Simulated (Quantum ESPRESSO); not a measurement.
# CrSBr: cost and accuracy of the plane-wave cutoff, part 2 of 2

Aim: see how far moments and order energies of CrSBr move with the plane-wave cutoff, and what each rung costs.

Quantum ESPRESSO 7.5; LDA with U = 3.5 eV on Cr d (ortho-atomic projectors); plane waves with GBRV 1.5 LDA potentials, no spin-orbit coupling (settings of the first rung).

So far, largest spin moment in the atom's sphere (μB): step 2 (rung 1, start ferro ++) 2.99; step 3 (rung 1, start antiferro +-) 2.95; step 4 (rung 2, start ferro ++) 2.94; step 5 (rung 2, start antiferro +-) 2.91.

## (6) Rung 3, start ferro ++

The input, pw.in:

```
&CONTROL
  calculation = 'scf'
  prefix = 'pwscf'
  outdir = './tmp'
  pseudo_dir = './pseudo'
  disk_io = 'nowf'
/
&SYSTEM
  ibrav = 0
  nat = 6
  ntyp = 3
  ecutwfc = 32
  ecutrho = 224
  nbnd = 40
  occupations = 'smearing'
  smearing = 'fd'
  degauss = 0.00734986
  nspin = 2
  starting_magnetization(1) = 0.2143
  starting_magnetization(2) = 0
  starting_magnetization(3) = 0
/
&ELECTRONS
  conv_thr = 1.2d-08
  electron_maxstep = 150
  mixing_beta = 0.3
/
ATOMIC_SPECIES
Cr     51.9961 cr_lda_v1.5.uspp.F.UPF
S      32.0600 s_lda_v1.4.uspp.F.UPF
Br     79.9040 br_lda_v1.4.uspp.F.UPF
CELL_PARAMETERS angstrom
   3.5404561400    0.0000000000    0.0000000000
   0.0000000000    4.7554718500    0.0000000000
   0.0000000000    0.0000000000    8.3940423500
ATOMIC_POSITIONS crystal
Cr      0.5000000000    0.0000000000    0.8787434000
Cr      0.0000000000    0.5000000000    0.1212566000
S       0.5000000000    0.5000000000    0.9295014300
S       0.0000000000    0.0000000000    0.0704985700
Br      0.0000000000    0.0000000000    0.6659578600
Br      0.5000000000    0.5000000000    0.3340421400
K_POINTS automatic
6 6 6 0 0 0
HUBBARD {ortho-atomic}
U Cr-3d 3.5000
```

The run is started by

```console
$ OMP_NUM_THREADS=1 mpirun -n 4 pw.x -nk 4 -in pw.in > pw.out
```

Log:

```text
     [... lines left out ...]
Program PWSCF v.7.5 starts
     [... lines left out ...]
     number of atoms/cell      =            6
     [... lines left out ...]
     number of electrons       =        54.00
     number of Kohn-Sham states=           40
     kinetic-energy cutoff     =      32.0000  Ry
     charge density cutoff     =     224.0000  Ry
     scf convergence threshold =      1.2E-08
     [... lines left out ...]
      8 Sym. Ops., with inversion, found ( 4 have fractional translation)
     [... lines left out ...]
     number of k points=    64  Fermi-Dirac smearing, width (Ry)=  0.0073
     [... lines left out ...]
     iteration # 13     ecut=    32.00 Ry     beta= 0.30
     [... lines left out ...]
     Magnetic moment per site  (integrated on atomic sphere of radius R)
     atom   1 (R=0.279)  charge= 11.8406  magn=  2.9336
     atom   2 (R=0.279)  charge= 11.8406  magn=  2.9336
     atom   3 (R=0.279)  charge=  4.1041  magn= -0.1947
     atom   4 (R=0.279)  charge=  4.1041  magn= -0.1947
     atom   5 (R=0.293)  charge=  4.7553  magn= -0.0527
     atom   6 (R=0.293)  charge=  4.7553  magn= -0.0527
     [... lines left out ...]
     Tr[ns(  1)] (up, down, total) =   3.86172  0.53444  4.39616
     [... lines left out ...]
     Tr[ns(  2)] (up, down, total) =   3.86172  0.53444  4.39616
     [... lines left out ...]
     the Fermi energy is     5.1300 ev
!    total energy              =    -492.25862044 Ry
     estimated scf accuracy    <          7.3E-09 Ry
     smearing contrib. (-TS)   =      -0.00040277 Ry
     [... lines left out ...]
     total magnetization       =     6.00 Bohr mag/cell
     absolute magnetization    =     7.33 Bohr mag/cell
     convergence has been achieved in  13 iterations
```

Wall time 84 s (4 MPI ranks of Arm Neoverse V2, shared host); peak memory 0.67 GiB; 5.6 min of CPU time.

This step gave:

| Property | Result |
| --- | --- |
| magnetization | 6.001 μB |
| final state | ferromagnetic |
| largest moment | 2.934 μB |

## (7) Rung 3, start antiferro +-

Edit pw.in of step 6 so:

```diff
@@ -10,6 +10,6 @@
   nat = 6
-  ntyp = 3
+  ntyp = 4
   ecutwfc = 32
   ecutrho = 224
-  nbnd = 40
+  nbnd = 37
   occupations = 'smearing'
@@ -19,4 +19,5 @@
   starting_magnetization(1) = 0.2143
-  starting_magnetization(2) = 0
+  starting_magnetization(2) = -0.2143
   starting_magnetization(3) = 0
+  starting_magnetization(4) = 0
 /
@@ -28,3 +29,4 @@
 ATOMIC_SPECIES
-Cr     51.9961 cr_lda_v1.5.uspp.F.UPF
+Cr1    51.9961 cr_lda_v1.5.uspp.F.UPF
+Cr2    51.9961 cr_lda_v1.5.uspp.F.UPF
 S      32.0600 s_lda_v1.4.uspp.F.UPF
@@ -36,4 +38,4 @@
 ATOMIC_POSITIONS crystal
-Cr      0.5000000000    0.0000000000    0.8787434000
-Cr      0.0000000000    0.5000000000    0.1212566000
+Cr1     0.5000000000    0.0000000000    0.8787434000
+Cr2     0.0000000000    0.5000000000    0.1212566000
 S       0.5000000000    0.5000000000    0.9295014300
@@ -45,2 +47,3 @@
 HUBBARD {ortho-atomic}
-U Cr-3d 3.5000
+U Cr1-3d 3.5000
+U Cr2-3d 3.5000
```

Log:

```text
     [... lines left out ...]
Program PWSCF v.7.5 starts
     [... lines left out ...]
     number of atoms/cell      =            6
     [... lines left out ...]
     number of electrons       =        54.00
     number of Kohn-Sham states=           37
     kinetic-energy cutoff     =      32.0000  Ry
     charge density cutoff     =     224.0000  Ry
     scf convergence threshold =      1.2E-08
     [... lines left out ...]
      4 Sym. Ops. (no inversion) found
     [... lines left out ...]
     number of k points=    64  Fermi-Dirac smearing, width (Ry)=  0.0073
     [... lines left out ...]
     iteration # 13     ecut=    32.00 Ry     beta= 0.30
     [... lines left out ...]
     Magnetic moment per site  (integrated on atomic sphere of radius R)
     atom   1 (R=0.279)  charge= 11.8377  magn=  2.8941
     atom   2 (R=0.279)  charge= 11.8386  magn= -2.8943
     atom   3 (R=0.279)  charge=  4.1081  magn=  0.0357
     atom   4 (R=0.279)  charge=  4.1085  magn= -0.0357
     atom   5 (R=0.293)  charge=  4.7537  magn= -0.0418
     atom   6 (R=0.293)  charge=  4.7538  magn=  0.0418
     [... lines left out ...]
     Tr[ns(  1)] (up, down, total) =   3.84272  0.54837  4.39109
     [... lines left out ...]
     Tr[ns(  2)] (up, down, total) =   0.54837  3.84272  4.39109
     [... lines left out ...]
     the Fermi energy is     5.1276 ev
!    total energy              =    -492.24985857 Ry
     estimated scf accuracy    <          7.4E-09 Ry
     smearing contrib. (-TS)   =      -0.00036706 Ry
     [... lines left out ...]
     total magnetization       =    -0.00 Bohr mag/cell
     absolute magnetization    =     7.04 Bohr mag/cell
     convergence has been achieved in  13 iterations
```

Run time: 72 s. Hardware: 4 MPI ranks; peak memory 0.77 GiB.

This step gave:

```
magnetization  : 0 μB
final state    : antiferromagnetic
largest moment : 2.894 μB
```

## (8) Rung 4, start ferro ++

The input, pw.in:

```
&CONTROL
  calculation = 'scf'
  prefix = 'pwscf'
  outdir = './tmp'
  pseudo_dir = './pseudo'
  disk_io = 'nowf'
/
&SYSTEM
  ibrav = 0
  nat = 6
  ntyp = 3
  ecutwfc = 40
  ecutrho = 280
  nbnd = 40
  occupations = 'smearing'
  smearing = 'fd'
  degauss = 0.00734986
  nspin = 2
  starting_magnetization(1) = 0.2143
  starting_magnetization(2) = 0
  starting_magnetization(3) = 0
/
&ELECTRONS
  conv_thr = 1.2d-08
  electron_maxstep = 150
  mixing_beta = 0.3
/
ATOMIC_SPECIES
Cr     51.9961 cr_lda_v1.5.uspp.F.UPF
S      32.0600 s_lda_v1.4.uspp.F.UPF
Br     79.9040 br_lda_v1.4.uspp.F.UPF
CELL_PARAMETERS angstrom
   3.5404561400    0.0000000000    0.0000000000
   0.0000000000    4.7554718500    0.0000000000
   0.0000000000    0.0000000000    8.3940423500
ATOMIC_POSITIONS crystal
Cr      0.5000000000    0.0000000000    0.8787434000
Cr      0.0000000000    0.5000000000    0.1212566000
S       0.5000000000    0.5000000000    0.9295014300
S       0.0000000000    0.0000000000    0.0704985700
Br      0.0000000000    0.0000000000    0.6659578600
Br      0.5000000000    0.5000000000    0.3340421400
K_POINTS automatic
6 6 6 0 0 0
HUBBARD {ortho-atomic}
U Cr-3d 3.5000
```

Log:

```text
     [... lines left out ...]
Program PWSCF v.7.5 starts
     [... lines left out ...]
     number of atoms/cell      =            6
     [... lines left out ...]
     number of electrons       =        54.00
     number of Kohn-Sham states=           40
     kinetic-energy cutoff     =      40.0000  Ry
     charge density cutoff     =     280.0000  Ry
     scf convergence threshold =      1.2E-08
     [... lines left out ...]
      8 Sym. Ops., with inversion, found ( 4 have fractional translation)
     [... lines left out ...]
     number of k points=    64  Fermi-Dirac smearing, width (Ry)=  0.0073
     [... lines left out ...]
     iteration # 13     ecut=    40.00 Ry     beta= 0.30
     [... lines left out ...]
     Magnetic moment per site  (integrated on atomic sphere of radius R)
     atom   1 (R=0.279)  charge= 11.8405  magn=  2.9332
     atom   2 (R=0.279)  charge= 11.8405  magn=  2.9332
     atom   3 (R=0.279)  charge=  4.1047  magn= -0.1945
     atom   4 (R=0.279)  charge=  4.1047  magn= -0.1945
     atom   5 (R=0.293)  charge=  4.7543  magn= -0.0526
     atom   6 (R=0.293)  charge=  4.7543  magn= -0.0526
     [... lines left out ...]
     Tr[ns(  1)] (up, down, total) =   3.86116  0.53448  4.39564
     [... lines left out ...]
     Tr[ns(  2)] (up, down, total) =   3.86116  0.53448  4.39564
     [... lines left out ...]
     the Fermi energy is     5.1310 ev
!    total energy              =    -492.26039753 Ry
     estimated scf accuracy    <          6.3E-09 Ry
     smearing contrib. (-TS)   =      -0.00040051 Ry
     [... lines left out ...]
     total magnetization       =     6.00 Bohr mag/cell
     absolute magnetization    =     7.33 Bohr mag/cell
     convergence has been achieved in  13 iterations
```

Wall time 1.8 min (4 MPI ranks); peak memory 1 GiB; 7.2 min of CPU time.

Read from the output:

```
magnetization  : 6.001 μB
final state    : ferromagnetic
largest moment : 2.933 μB
```

## (9) Rung 4, start antiferro +-

Edit pw.in of step 8 so:

```diff
@@ -10,6 +10,6 @@
   nat = 6
-  ntyp = 3
+  ntyp = 4
   ecutwfc = 40
   ecutrho = 280
-  nbnd = 40
+  nbnd = 37
   occupations = 'smearing'
@@ -19,4 +19,5 @@
   starting_magnetization(1) = 0.2143
-  starting_magnetization(2) = 0
+  starting_magnetization(2) = -0.2143
   starting_magnetization(3) = 0
+  starting_magnetization(4) = 0
 /
@@ -28,3 +29,4 @@
 ATOMIC_SPECIES
-Cr     51.9961 cr_lda_v1.5.uspp.F.UPF
+Cr1    51.9961 cr_lda_v1.5.uspp.F.UPF
+Cr2    51.9961 cr_lda_v1.5.uspp.F.UPF
 S      32.0600 s_lda_v1.4.uspp.F.UPF
@@ -36,4 +38,4 @@
 ATOMIC_POSITIONS crystal
-Cr      0.5000000000    0.0000000000    0.8787434000
-Cr      0.0000000000    0.5000000000    0.1212566000
+Cr1     0.5000000000    0.0000000000    0.8787434000
+Cr2     0.0000000000    0.5000000000    0.1212566000
 S       0.5000000000    0.5000000000    0.9295014300
@@ -45,2 +47,3 @@
 HUBBARD {ortho-atomic}
-U Cr-3d 3.5000
+U Cr1-3d 3.5000
+U Cr2-3d 3.5000
```

Log:

```text
     [... lines left out ...]
Program PWSCF v.7.5 starts
     [... lines left out ...]
     number of atoms/cell      =            6
     [... lines left out ...]
     number of electrons       =        54.00
     number of Kohn-Sham states=           37
     kinetic-energy cutoff     =      40.0000  Ry
     charge density cutoff     =     280.0000  Ry
     scf convergence threshold =      1.2E-08
     [... lines left out ...]
      4 Sym. Ops. (no inversion) found
     [... lines left out ...]
     number of k points=    64  Fermi-Dirac smearing, width (Ry)=  0.0073
     [... lines left out ...]
     iteration # 13     ecut=    40.00 Ry     beta= 0.30
     [... lines left out ...]
     Magnetic moment per site  (integrated on atomic sphere of radius R)
     atom   1 (R=0.279)  charge= 11.8381  magn=  2.8939
     atom   2 (R=0.279)  charge= 11.8381  magn= -2.8939
     atom   3 (R=0.279)  charge=  4.1090  magn=  0.0357
     atom   4 (R=0.279)  charge=  4.1091  magn= -0.0357
     atom   5 (R=0.293)  charge=  4.7532  magn= -0.0417
     atom   6 (R=0.293)  charge=  4.7532  magn=  0.0417
     [... lines left out ...]
     Tr[ns(  1)] (up, down, total) =   3.84215  0.54842  4.39057
     [... lines left out ...]
     Tr[ns(  2)] (up, down, total) =   0.54843  3.84216  4.39059
     [... lines left out ...]
     the Fermi energy is     5.1284 ev
!    total energy              =    -492.25163765 Ry
     estimated scf accuracy    <          7.9E-09 Ry
     smearing contrib. (-TS)   =      -0.00036537 Ry
     [... lines left out ...]
     total magnetization       =    -0.00 Bohr mag/cell
     absolute magnetization    =     7.04 Bohr mag/cell
     convergence has been achieved in  13 iterations
```

It took 1.7 min on 4 MPI ranks; peak memory 0.99 GiB.

This step gave:

```
magnetization  : 0 μB
final state    : antiferromagnetic
largest moment : 2.894 μB
```

## (10) Rung 5, start ferro ++

The input, pw.in:

```
&CONTROL
  calculation = 'scf'
  prefix = 'pwscf'
  outdir = './tmp'
  pseudo_dir = './pseudo'
  disk_io = 'nowf'
/
&SYSTEM
  ibrav = 0
  nat = 6
  ntyp = 3
  ecutwfc = 56
  ecutrho = 392
  nbnd = 40
  occupations = 'smearing'
  smearing = 'fd'
  degauss = 0.00734986
  nspin = 2
  starting_magnetization(1) = 0.2143
  starting_magnetization(2) = 0
  starting_magnetization(3) = 0
/
&ELECTRONS
  conv_thr = 1.2d-08
  electron_maxstep = 150
  mixing_beta = 0.3
/
ATOMIC_SPECIES
Cr     51.9961 cr_lda_v1.5.uspp.F.UPF
S      32.0600 s_lda_v1.4.uspp.F.UPF
Br     79.9040 br_lda_v1.4.uspp.F.UPF
CELL_PARAMETERS angstrom
   3.5404561400    0.0000000000    0.0000000000
   0.0000000000    4.7554718500    0.0000000000
   0.0000000000    0.0000000000    8.3940423500
ATOMIC_POSITIONS crystal
Cr      0.5000000000    0.0000000000    0.8787434000
Cr      0.0000000000    0.5000000000    0.1212566000
S       0.5000000000    0.5000000000    0.9295014300
S       0.0000000000    0.0000000000    0.0704985700
Br      0.0000000000    0.0000000000    0.6659578600
Br      0.5000000000    0.5000000000    0.3340421400
K_POINTS automatic
6 6 6 0 0 0
HUBBARD {ortho-atomic}
U Cr-3d 3.5000
```

Log:

```text
     [... lines left out ...]
Program PWSCF v.7.5 starts
     [... lines left out ...]
     number of atoms/cell      =            6
     [... lines left out ...]
     number of electrons       =        54.00
     number of Kohn-Sham states=           40
     kinetic-energy cutoff     =      56.0000  Ry
     charge density cutoff     =     392.0000  Ry
     scf convergence threshold =      1.2E-08
     [... lines left out ...]
      8 Sym. Ops., with inversion, found ( 4 have fractional translation)
     [... lines left out ...]
     number of k points=    64  Fermi-Dirac smearing, width (Ry)=  0.0073
     [... lines left out ...]
     iteration # 13     ecut=    56.00 Ry     beta= 0.30
     [... lines left out ...]
     Magnetic moment per site  (integrated on atomic sphere of radius R)
     atom   1 (R=0.279)  charge= 11.8405  magn=  2.9332
     atom   2 (R=0.279)  charge= 11.8405  magn=  2.9332
     atom   3 (R=0.279)  charge=  4.1037  magn= -0.1944
     atom   4 (R=0.279)  charge=  4.1037  magn= -0.1944
     atom   5 (R=0.293)  charge=  4.7545  magn= -0.0526
     atom   6 (R=0.293)  charge=  4.7545  magn= -0.0526
     [... lines left out ...]
     Tr[ns(  1)] (up, down, total) =   3.86113  0.53452  4.39565
     [... lines left out ...]
     Tr[ns(  2)] (up, down, total) =   3.86113  0.53452  4.39565
     [... lines left out ...]
     the Fermi energy is     5.1308 ev
!    total energy              =    -492.26090270 Ry
     estimated scf accuracy    <          4.9E-09 Ry
     smearing contrib. (-TS)   =      -0.00040023 Ry
     [... lines left out ...]
     total magnetization       =     6.00 Bohr mag/cell
     absolute magnetization    =     7.33 Bohr mag/cell
     convergence has been achieved in  13 iterations
```

Run time: 3 min. Hardware: 4 MPI ranks; peak memory 1.6 GiB.

Read from the output:

* magnetization: 6.001 μB
* final state: ferromagnetic
* largest moment: 2.933 μB

## (11) Rung 5, start antiferro +-

Edit pw.in of step 10 so:

```diff
@@ -10,6 +10,6 @@
   nat = 6
-  ntyp = 3
+  ntyp = 4
   ecutwfc = 56
   ecutrho = 392
-  nbnd = 40
+  nbnd = 37
   occupations = 'smearing'
@@ -19,4 +19,5 @@
   starting_magnetization(1) = 0.2143
-  starting_magnetization(2) = 0
+  starting_magnetization(2) = -0.2143
   starting_magnetization(3) = 0
+  starting_magnetization(4) = 0
 /
@@ -28,3 +29,4 @@
 ATOMIC_SPECIES
-Cr     51.9961 cr_lda_v1.5.uspp.F.UPF
+Cr1    51.9961 cr_lda_v1.5.uspp.F.UPF
+Cr2    51.9961 cr_lda_v1.5.uspp.F.UPF
 S      32.0600 s_lda_v1.4.uspp.F.UPF
@@ -36,4 +38,4 @@
 ATOMIC_POSITIONS crystal
-Cr      0.5000000000    0.0000000000    0.8787434000
-Cr      0.0000000000    0.5000000000    0.1212566000
+Cr1     0.5000000000    0.0000000000    0.8787434000
+Cr2     0.0000000000    0.5000000000    0.1212566000
 S       0.5000000000    0.5000000000    0.9295014300
@@ -45,2 +47,3 @@
 HUBBARD {ortho-atomic}
-U Cr-3d 3.5000
+U Cr1-3d 3.5000
+U Cr2-3d 3.5000
```

Log:

```text
     [... lines left out ...]
Program PWSCF v.7.5 starts
     [... lines left out ...]
     number of atoms/cell      =            6
     [... lines left out ...]
     number of electrons       =        54.00
     number of Kohn-Sham states=           37
     kinetic-energy cutoff     =      56.0000  Ry
     charge density cutoff     =     392.0000  Ry
     scf convergence threshold =      1.2E-08
     [... lines left out ...]
      4 Sym. Ops. (no inversion) found
     [... lines left out ...]
     number of k points=    64  Fermi-Dirac smearing, width (Ry)=  0.0073
     [... lines left out ...]
     iteration # 13     ecut=    56.00 Ry     beta= 0.30
     [... lines left out ...]
     Magnetic moment per site  (integrated on atomic sphere of radius R)
     atom   1 (R=0.279)  charge= 11.8383  magn=  2.8939
     atom   2 (R=0.279)  charge= 11.8382  magn= -2.8938
     atom   3 (R=0.279)  charge=  4.1083  magn=  0.0357
     atom   4 (R=0.279)  charge=  4.1083  magn= -0.0357
     atom   5 (R=0.293)  charge=  4.7531  magn= -0.0416
     atom   6 (R=0.293)  charge=  4.7533  magn=  0.0416
     [... lines left out ...]
     Tr[ns(  1)] (up, down, total) =   3.84212  0.54847  4.39059
     [... lines left out ...]
     Tr[ns(  2)] (up, down, total) =   0.54846  3.84211  4.39056
     [... lines left out ...]
     the Fermi energy is     5.1282 ev
!    total energy              =    -492.25214501 Ry
     estimated scf accuracy    <          9.2E-09 Ry
     smearing contrib. (-TS)   =      -0.00036512 Ry
     [... lines left out ...]
     total magnetization       =     0.00 Bohr mag/cell
     absolute magnetization    =     7.04 Bohr mag/cell
     convergence has been achieved in  13 iterations
```

The job ended after 2.7 min (4 MPI ranks; peak memory 1.5 GiB; 11 min of CPU time).

This step gave:

```yaml
magnetization: 0 μB
final_state: antiferromagnetic
largest_moment: 2.894 μB
```

## (12) The rungs together

Ladder, by row:

```
rung  cutoff (eV)  state from the first start  state from the second start  second less first (meV a seeded atom)  moment, first (μB)  moment, second (μB)  CPU time (s)
   1          245               ferromagnetic            antiferromagnetic                                  47.84               2.988                2.952         237.1
   2          327               ferromagnetic            antiferromagnetic                                  59.65               2.944                2.906         376.9
   3          435               ferromagnetic            antiferromagnetic                                  59.61               2.934                2.894         623.3
   4          544               ferromagnetic            antiferromagnetic                                  59.59               2.933                2.894         837.8
   5          762               ferromagnetic            antiferromagnetic                                  59.58               2.933                2.894          1371
```

## (13) Summary of results

```json
{"range of the largest moment, first start": "2.93 to 2.99 μB; second start 2.89 to 2.95 μB", "range of CPU time": "4 min to 23 min", "range of the energy difference": "47.8 to 59.6 meV a seeded atom", "first rung that agrees with the last (margins below)": "2"}
```

From rung 2 on the states are those of the last rung, the moments stay within 0.05 μB of it and the difference within 3.0 meV; rung 2 took 27 % of its CPU time. Energies are free energies at an electronic temperature of 1160 K, which lowers moments and differences where the moments are itinerant.

[Logs and program files are shortened in this print: banners, set-up blocks, solver, clock and traceback lines can be left out without a mark of their own.]

[Logs are printed without paths, hosts, clocks, repeated set-up lines and the standing remarks that a program may print on its own settings, such as how far it seeks lower states.]

[Hosts, paths, dates, database ids (printed as entryN), source tags and the programs' standing remarks are cut or masked in the printed files.]

[Where a cell is said to come from a database of computed structures, the database is the Materials Project.]
